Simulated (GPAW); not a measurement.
## Local fields in the dielectric function of SrTiO3 (Tausonite)

What do local fields and a kernel do to the response of SrTiO3 (Tausonite)?

Program: GPAW 26.7.0. Level of theory: PBE and many-body steps on it, plane waves. Results are calculated unless marked as measured.

**What was measured.**

- ε∞ 5.1: high-frequency dielectric constant from ellipsometry; ellipsometry; bulk crystal (commercial single crystal) (“Optical probe of ferroelectric order in bulk and thin film perovskite titanates”, 2013, arxiv:1309.1245).

### 1. The starting structure

Symmetry: Pm-3m, No. 221, cubic system. The conventional cell has a = 3.905 Å, b = 3.905 Å, c = 3.905 Å, α = 90.00°, β = 90.00°, γ = 90.00°. Sr has 12 O at 2.76 Å nearest. Ti has 6 O at 1.95 Å nearest. Nearest to O lie 2 Ti at 1.95 Å and 4 Sr at 2.76 Å. Farther neighbours and most contacts between anions are not listed.

As a file:

```cif
data_structure
_symmetry_space_group_name_H-M 'Pm-3m'
_symmetry_Int_Tables_number 221
_cell_length_a 3.9053
_cell_length_b 3.9053
_cell_length_c 3.9053
_cell_angle_alpha 90.000
_cell_angle_beta 90.000
_cell_angle_gamma 90.000
_cell_volume 59.56
loop_
_atom_site_label
_atom_site_type_symbol
_atom_site_symmetry_multiplicity
_atom_site_Wyckoff_symbol
_atom_site_fract_x
_atom_site_fract_y
_atom_site_fract_z
_atom_site_occupancy
Sr1 Sr 1 b 0.50000 0.50000 0.50000 1
Ti1 Ti 1 a 0.00000 0.00000 0.00000 1
O1 O 3 d 0.50000 0.00000 0.00000 1
```

The cell and positions come from the Crystallography Open Database and are kept as given unless a step says otherwise.

### 2. Empty states on the mesh, 8×8×8 mesh, 79 bands

This step: GPAW 26.7.0; DFT, PBE, plane waves, PAW.

The sums over transitions need many empty states on a uniform mesh; this step solves for them.

run.py

```python
import json
import numpy as np
from gpaw.mpi import world
from gpaw import GPAW

calc = GPAW('gs.gpw').fixed_density(kpts={'size': (8, 8, 8), 'gamma': True},
    nbands=92,
    convergence={'bands': 79},
    txt='nscf.txt')
calc.write('full.gpw', mode='all')
res = {}
kpts = calc.get_ibz_k_points()
res['kpts'] = kpts
res['eigenvalues'] = [calc.get_eigenvalues(kpt=k) for k in range(len(kpts))]
res['n_electrons'] = calc.get_number_of_electrons()

if world.rank == 0:
    with open('result.json', 'w') as f:
        json.dump(res, f, default=lambda x: x.tolist())
```

Launch:

```
$ mpirun -n 4 gpaw python run.py
```

Numbers of over 12 decimals in the logs are rounded to 6 here.

What it wrote:

```text
Diagonalizing LCAO Hamiltonian
Converting LCAO to pw mode
convergence criteria:
- Maximum integral of absolute [eigenst]ate change: 4e-08 eV^2 / valence electron
maximum number of iterations: 100

SCF iterations
|iter     |     time |      energy | eigst |  dens |
|iter:   1|  |             | +3.76 |       |
|iter:   2|  |             | +2.47 |       |
|iter:   3|  |             | +1.31 |       |
[...]
|iter:   9|  |             | -6.06 |       |
|iter:  10|  |             | -7.20 |       |
|iter:  11|  |             | -7.83c|       |
SCF steps: 11
  __  _  _
 | _ |_)|_||  |
 |__||  | ||/\| - 26.7.0

Input parameters:
  mode=PW(ecut=600.0),
  convergence={'bands': 79},
  gpts=array([24, 24, 24]),
  kpts=MonkhorstPack(size=(8, 8, 8), gamma=True),
  maxiter=100,
  nbands=92,
  occupations=Occupations(name='fermi-dirac', width=0.001, fixmagmom=False),
  parallel={},
  xc=XC(name='PBE')
# Writing to full.gpw (mode='all')
  [... matrices ...]

timing:  # [seconds]
  Total: 0.144  # ━━━━━━━━━━━━━━━━━━━━━━━━━━━━━━━━━━━━━━━━━━━━━━━━━━━━━━━━━━━
```

It took 40 s on 4 MPI ranks of AMD EPYC 7R43, shared host; peak memory 0.92 GiB; 2.6 min of CPU time.

This step gave:

```yaml
gap: 1.901 eV
k_of_the_valence_top: 0.5, 0.5, 0.5
k_of_the_conduction_bottom: 0, 0, 0
least_direct_gap: 2.250 eV
k_points_computed: 35
lowest_point_of_the_top_converged_band_above_the_valence_top: 45.88 eV
```

On this mesh the gap is 1.901 eV.

### 3. RPA response

The response function is computed on a frequency grid, with local fields up to the given cutoff.

This step: linear response, RPA, on PBE, plane waves, PAW.

run.py

```python
import json
import numpy as np
from gpaw.mpi import world
from gpaw.response.df import DielectricFunction

df = DielectricFunction('full.gpw',
    ecut=50,
    nbands=79,
    eta=0.2,
    frequencies={'type': 'nonlinear', 'domega0': 0.05, 'omega2': 10.0},
    intraband=False,
    txt='df.txt')
res = {'optical': {}, 'eels': []}
for d in 'x':
    y0, y = df.get_dielectric_function(direction=d, xc='RPA', filename=None)
    res['optical'][d] = [y0.real, y0.imag, y.real, y.imag]
res['w'] = df.get_frequencies()
for q_c in [[0.125, 0, 0], [0.25, 0, 0], [0.5, 0, 0], [0.75, 0, 0], [1.25, 0, 0]]:
    res['eels'].append(df.get_eels_spectrum(q_c=q_c, xc='RPA', filename=None))

if world.rank == 0:
    with open('result.json', 'w') as f:
        json.dump(res, f, default=lambda x: x.tolist())
```

Launch:

```
$ mpirun -n 4 gpaw python run.py
```

What it wrote:

```text
Using integrator: PointIntegrator
NonLinearFrequencyDescriptor(from 0.000 to 108.559 eV, 396 points)
Nonperiodic BCs:  [False False False]
Using integrator: PointIntegrator
NonLinearFrequencyDescriptor(from 0.000 to 108.559 eV, 396 points)
Nonperiodic BCs:  [False False False]

Calculating chi0 body with:
    Ground state adapter containing:
    Number of spins: 1
    Number of kpoints: 512
    Number of irreducible kpoints: 35
    Number of completely occupied states: 20
    Number of partially occupied states: 20
    Occupied states memory: 4.21875 M / cpu

    Linear response parametrization:
    q_c: [0.0, 0.0, 0.0]
    Number of frequency points: 396
    Planewave cutoff: 50.0
    Number of bands: 79
    Number of planewaves: 57
    Broadening (eta): 0.2
    comm.size: 4
    kncomm.size: 4
    blockcomm.size: 1

    Memory estimate of potentially large arrays:
        chi0_wGG: 19.632019 M / cpu
Integrating chi0 body.

Symmetries of q_c:
    Direct symmetries (Uq -> q): 48
    Indirect symmetries (TUq -> q): 0
In total 48 allowed symmetries.

  [... matrices ...]
35 groups of equivalent kpoints. 93.1640625% reduction.

Integral kind: spectral function

Calculating chi0 optical extensions with:
    Ground state adapter containing:
    Number of spins: 1
    Number of kpoints: 512
    Number of irreducible kpoints: 35
    Number of completely occupied states: 20
    Number of partially occupied states: 20
    Occupied states memory: 4.21875 M / cpu

    Linear response parametrization:
    Number of frequency points: 396
    Planewave cutoff: 50.0
    Number of bands: 79
    Number of planewaves: 57
    Broadening (eta): 0.2
Integrating chi0 head and wings.

Symmetries of q_c:
    Direct symmetries (Uq -> q): 48
    Indirect symmetries (TUq -> q): 0
In total 48 allowed symmetries.

  [... matrices ...]
35 groups of equivalent kpoints. 93.1640625% reduction.

Integral kind: spectral function wings

Calculating chi0 body with:
    Ground state adapter containing:
    Number of spins: 1
    Number of kpoints: 512
    Number of irreducible kpoints: 35
    Number of completely occupied states: 20
    Number of partially occupied states: 20
    Occupied states memory: 4.21875 M / cpu

    Linear response parametrization:
    q_c: [0.125, 0.0, 0.0]
    Number of frequency points: 396
    Planewave cutoff: 50.0
    Number of bands: 79
    Number of planewaves: 49
    Broadening (eta): 0.2
    comm.size: 4
    kncomm.size: 4
    blockcomm.size: 1

    Memory estimate of potentially large arrays:
        chi0_wGG: 14.507996 M / cpu
Integrating chi0 body.

Symmetries of q_c:
    Direct symmetries (Uq -> q): 8
    Indirect symmetries (TUq -> q): 0
In total 8 allowed symmetries.

  [... matrices ...]
120 groups of equivalent kpoints. 76.5625% reduction.

Integral kind: spectral function

[... 4 further calls ...]
```

It took 57 s on 4 MPI ranks; peak memory 1.4 GiB.

Numbers from this step:

| Property | Result |
| --- | --- |
| ε at zero frequency | 5.662 |
| the same without local fields | 5.862 |

The static value is 5.66.

RPA, broadening 0.2 eV. Table of ε₂ by photon energy; read off at these points:

| photon energy (eV) | xx, no local fields | xx, local fields |
| --- | --- | --- |
| 0.0 | 0 | 0 |
| 1.0 | 0.0901 | 0.0861 |
| 2.0 | 0.413 | 0.389 |
| 3.0 | 2.47 | 2.27 |
| 4.0 | 5.03 | 4.73 |
| 4.4 | 6.82 | 6.71 |
| 5.0 | 4.72 | 4.89 |
| 6.0 | 2.76 | 2.93 |
| 7.0 | 3.31 | 3.42 |
| 7.8 | 4.96 | 5.07 |
| 8.0 | 4.78 | 4.85 |
| 9.0 | 3.37 | 3.19 |
| 10.0 | 3.11 | 2.90 |
| 11.0 | 2.67 | 2.27 |
| 12.0 | 1.91 | 1.97 |
| 13.0 | 0.963 | 0.979 |
| 14.0 | 0.785 | 0.765 |
| 15.0 | 0.743 | 0.757 |
| 16.0 | 0.979 | 0.871 |
| 17.0 | 0.937 | 0.791 |
| 18.0 | 1.38 | 1.08 |
| 19.0 | 1.54 | 1.19 |
| 20.0 | 1.71 | 1.31 |
| 21.0 | 1.75 | 1.31 |
| 22.0 | 2.62 | 1.17 |
| 23.0 | 3.45 | 1.13 |
| 23.2 | 3.50 | 1.11 |
| 24.0 | 2.47 | 1.15 |
| 25.0 | 0.971 | 1.43 |
| 26.0 | 0.772 | 1.19 |
| 27.0 | 0.482 | 1.57 |
| 28.0 | 0.490 | 1.33 |
| 29.0 | 0.376 | 0.795 |
| 30.0 | 0.360 | 0.604 |
| 31.0 | 0.306 | 0.491 |
| 32.0 | 0.350 | 0.430 |
| 33.0 | 0.371 | 0.503 |
| 34.0 | 0.345 | 0.379 |
| 35.0 | 0.681 | 0.424 |
| 36.0 | 1.02 | 0.404 |
| 36.6 | 1.27 | 0.359 |
| 37.0 | 0.944 | 0.342 |
| 38.0 | 0.554 | 0.380 |
| 39.0 | 0.454 | 0.418 |

Optical limit, local fields. The loss function, xx by energy loss; read off at these points:

```csv
energy loss (eV),"loss function, xx"
0.0,0
1.0,0.00251
2.0,0.00857
3.0,0.0330
4.0,0.0660
5.0,0.162
6.0,0.196
7.0,0.158
8.0,0.193
9.0,0.305
10.0,0.346
11.0,0.418
12.0,0.499
13.0,0.996
13.2,1.07
14.0,0.572
14.8,0.665
15.0,0.569
16.0,0.394
17.0,0.370
18.0,0.330
19.0,0.398
20.0,0.453
21.0,0.476
22.0,0.529
23.0,0.548
24.0,0.439
25.0,0.535
26.0,0.622
27.0,0.543
28.0,0.712
29.0,1.24
29.8,1.44
30.0,1.42
31.0,1.36
32.0,1.000
33.0,0.936
33.4,1.000
34.0,0.809
35.0,0.782
36.0,0.757
37.0,0.614
38.0,0.579
39.0,0.591
```

The -Im 1/eps(q) has structure finer than the step of the table below, so its rows give means over 1 eV, whole bins alone (the curve runs from 0 to 39.8 eV). Peaks (eV: height): q = 0.201 1/A 13.2: 1.07, 30.6: 1.40; q = 0.402 1/A 13.2: 1.09, 14.8: 0.694, 31.0: 1.31; q = 0.804 1/A 13.0: 0.870, 25.0: 0.662, 31.2: 1.06; q = 1.207 1/A 13.0: 0.501, 25.0: 0.624, 30.2: 0.790; q = 2.011 1/A 14.6: 0.242, 28.0: 0.475.

RPA, local fields; q along the first reciprocal vector. -Im 1/eps(q) against energy loss; means over each step:

```
energy loss (eV)  q = 0.201 1/A  q = 0.402 1/A  q = 0.804 1/A  q = 1.207 1/A  q = 2.011 1/A
               1        0.00240        0.00212        0.00158        0.00110         5.0e-4
               2        0.00818        0.00592        0.00394        0.00268        0.00118
               3         0.0355         0.0257         0.0121        0.00779        0.00304
               4         0.0839         0.0944         0.0778         0.0391         0.0103
               5          0.153          0.167          0.135         0.0901         0.0273
               6          0.186          0.155          0.125         0.0909         0.0515
               7          0.131          0.103         0.0913         0.0903         0.0657
               8          0.175          0.116         0.0902          0.100         0.0714
               9          0.244          0.201          0.116          0.133         0.0884
              10          0.344          0.286          0.180          0.159         0.0821
              11          0.401          0.392          0.271          0.175         0.0763
              12          0.536          0.521          0.426          0.239         0.0834
              13          0.967          0.918          0.733          0.453          0.133
              14          0.691          0.643          0.518          0.408          0.161
              15          0.594          0.564          0.448          0.326          0.160
              16          0.416          0.374          0.281          0.184         0.0820
              17          0.406          0.395          0.301          0.208         0.0801
              18          0.360          0.369          0.332          0.264         0.0993
              19          0.407          0.399          0.332          0.259          0.119
              20          0.428          0.414          0.388          0.306          0.178
              21          0.491          0.458          0.394          0.296          0.191
              22          0.530          0.495          0.373          0.303          0.171
              23          0.547          0.537          0.448          0.357          0.194
              24          0.480          0.509          0.509          0.450          0.261
              25          0.555          0.590          0.640          0.591          0.364
              26          0.620          0.627          0.617          0.549          0.365
              27          0.613          0.592          0.573          0.517          0.384
              28          0.778          0.789          0.726          0.601          0.462
              29           1.17           1.05          0.822          0.694          0.418
              30           1.38           1.25          0.981          0.776          0.408
              31           1.35           1.28           1.03          0.769          0.383
              32           1.06           1.04          0.937          0.710          0.411
              33          0.949          0.954          0.877          0.707          0.412
              34          0.814          0.811          0.775          0.643          0.385
              35          0.775          0.808          0.804          0.678          0.383
              36          0.717          0.714          0.758          0.684          0.385
              37          0.610          0.594          0.671          0.638          0.432
              38          0.593          0.565          0.599          0.584          0.439
              39          0.602          0.548          0.566          0.528          0.429
```

### 4. ALDA response

This step: linear response, ALDA, on PBE, plane waves, PAW.

run.py: that of step 3 with these lines changed.

```diff
@@ -14,7 +14,7 @@
 for d in 'x':
-    y0, y = df.get_dielectric_function(direction=d, xc='RPA', filename=None)
+    y0, y = df.get_dielectric_function(direction=d, xc='ALDA', filename=None)
     res['optical'][d] = [y0.real, y0.imag, y.real, y.imag]
 res['w'] = df.get_frequencies()
-for q_c in [[0.125, 0, 0], [0.25, 0, 0], [0.5, 0, 0], [0.75, 0, 0], [1.25, 0, 0]]:
-    res['eels'].append(df.get_eels_spectrum(q_c=q_c, xc='RPA', filename=None))
+for q_c in [[0.5, 0, 0]]:
+    res['eels'].append(df.get_eels_spectrum(q_c=q_c, xc='ALDA', filename=None))
```

Launch:

```
$ mpirun -n 4 gpaw python run.py
```

What it wrote:

```text
Using integrator: PointIntegrator
NonLinearFrequencyDescriptor(from 0.000 to 108.559 eV, 396 points)
Nonperiodic BCs:  [False False False]
Using integrator: PointIntegrator
NonLinearFrequencyDescriptor(from 0.000 to 108.559 eV, 396 points)
Nonperiodic BCs:  [False False False]

Calculating chi0 body with:
    Ground state adapter containing:
    Number of spins: 1
    Number of kpoints: 512
    Number of irreducible kpoints: 35
    Number of completely occupied states: 20
    Number of partially occupied states: 20
    Occupied states memory: 4.21875 M / cpu

    Linear response parametrization:
    q_c: [0.0, 0.0, 0.0]
    Number of frequency points: 396
    Planewave cutoff: 50.0
    Number of bands: 79
    Number of planewaves: 57
    Broadening (eta): 0.2
    comm.size: 4
    kncomm.size: 4
    blockcomm.size: 1

    Memory estimate of potentially large arrays:
        chi0_wGG: 19.632019 M / cpu
Integrating chi0 body.

Symmetries of q_c:
    Direct symmetries (Uq -> q): 48
    Indirect symmetries (TUq -> q): 0
In total 48 allowed symmetries.

  [... matrices ...]
35 groups of equivalent kpoints. 93.1640625% reduction.

Integral kind: spectral function

Calculating chi0 optical extensions with:
    Ground state adapter containing:
    Number of spins: 1
    Number of kpoints: 512
    Number of irreducible kpoints: 35
    Number of completely occupied states: 20
    Number of partially occupied states: 20
    Occupied states memory: 4.21875 M / cpu

    Linear response parametrization:
    Number of frequency points: 396
    Planewave cutoff: 50.0
    Number of bands: 79
    Number of planewaves: 57
    Broadening (eta): 0.2
Integrating chi0 head and wings.

Symmetries of q_c:
    Direct symmetries (Uq -> q): 48
    Indirect symmetries (TUq -> q): 0
[...]
(l,m)   max weight  avg weight  included
[...]
In total: 0.999977 of the surface norm square is covered on average
      In total: 0.999977 of the surface norm square could be covered on average

    RSHE of atom 2
      (l,m)   max weight  avg weight  included
[...]
[... further lines of this kind ...]
      In total: 1.000000 of the surface norm square is covered on average
      In total: 1.000000 of the surface norm square could be covered on average

[...]
(4,-2)  0.00000000  0.00000000  yes
      (4,-1)  0.00000000  0.00000000  yes
[...]
[... further lines of this kind ...]
[...]
[... matrices ...]

Calculating chi0 body with:
    Ground state adapter containing:
    Number of spins: 1
    Number of kpoints: 512
    Number of irreducible kpoints: 35
    Number of completely occupied states: 20
    Number of partially occupied states: 20
    Occupied states memory: 4.21875 M / cpu

    Linear response parametrization:
    q_c: [0.5, 0.0, 0.0]
    Number of frequency points: 396
    Planewave cutoff: 50.0
    Number of bands: 79
    Number of planewaves: 44
    Broadening (eta): 0.2
    comm.size: 4
    kncomm.size: 4
    blockcomm.size: 1

    Memory estimate of potentially large arrays:
        chi0_wGG: 11.6982421875 M / cpu
Integrating chi0 body.

Symmetries of q_c:
    Direct symmetries (Uq -> q): 16
    Indirect symmetries (TUq -> q): 0
In total 16 allowed symmetries.

  [... matrices ...]
75 groups of equivalent kpoints. 85.3515625% reduction.

Integral kind: spectral function

Calculating ALDA kernel
Calculating f(G)
    Calculating PAW corrections

[...]
RSHE of atom 3
      (l,m)   max weight  avg weight  included
      In total: 1.000000 of the surface norm square is covered on average
      In total: 1.000000 of the surface norm square could be covered on average

    RSHE of atom 4
      (l,m)   max weight  avg weight  included
      In total: 1.000000 of the surface norm square is covered on average
      In total: 1.000000 of the surface norm square could be covered on average
```

Run time: 23 s. Hardware: 4 MPI ranks; peak memory 1.4 GiB; 91 s of CPU time.

Numbers from this step:

```yaml
eps_at_zero_frequency: 5.731
the_same_without_local_fields: 5.862
```

The static value is 5.73.

[end of part 1 of 2]

[Paths, hosts, dates, memory and timing lines, banners, echoed tables and standing remarks are left out of the program output.]

[Logs are printed without paths, hosts, clocks, repeated set-up lines and the standing remarks that a program may print on its own settings, such as how far it seeks lower states.]

[Runs of the session that timed out or met a known fault of the program may be left out.]

[Hosts, paths, dates, database ids (printed as entryN), source tags and the programs' standing remarks are cut or masked in the printed files.]
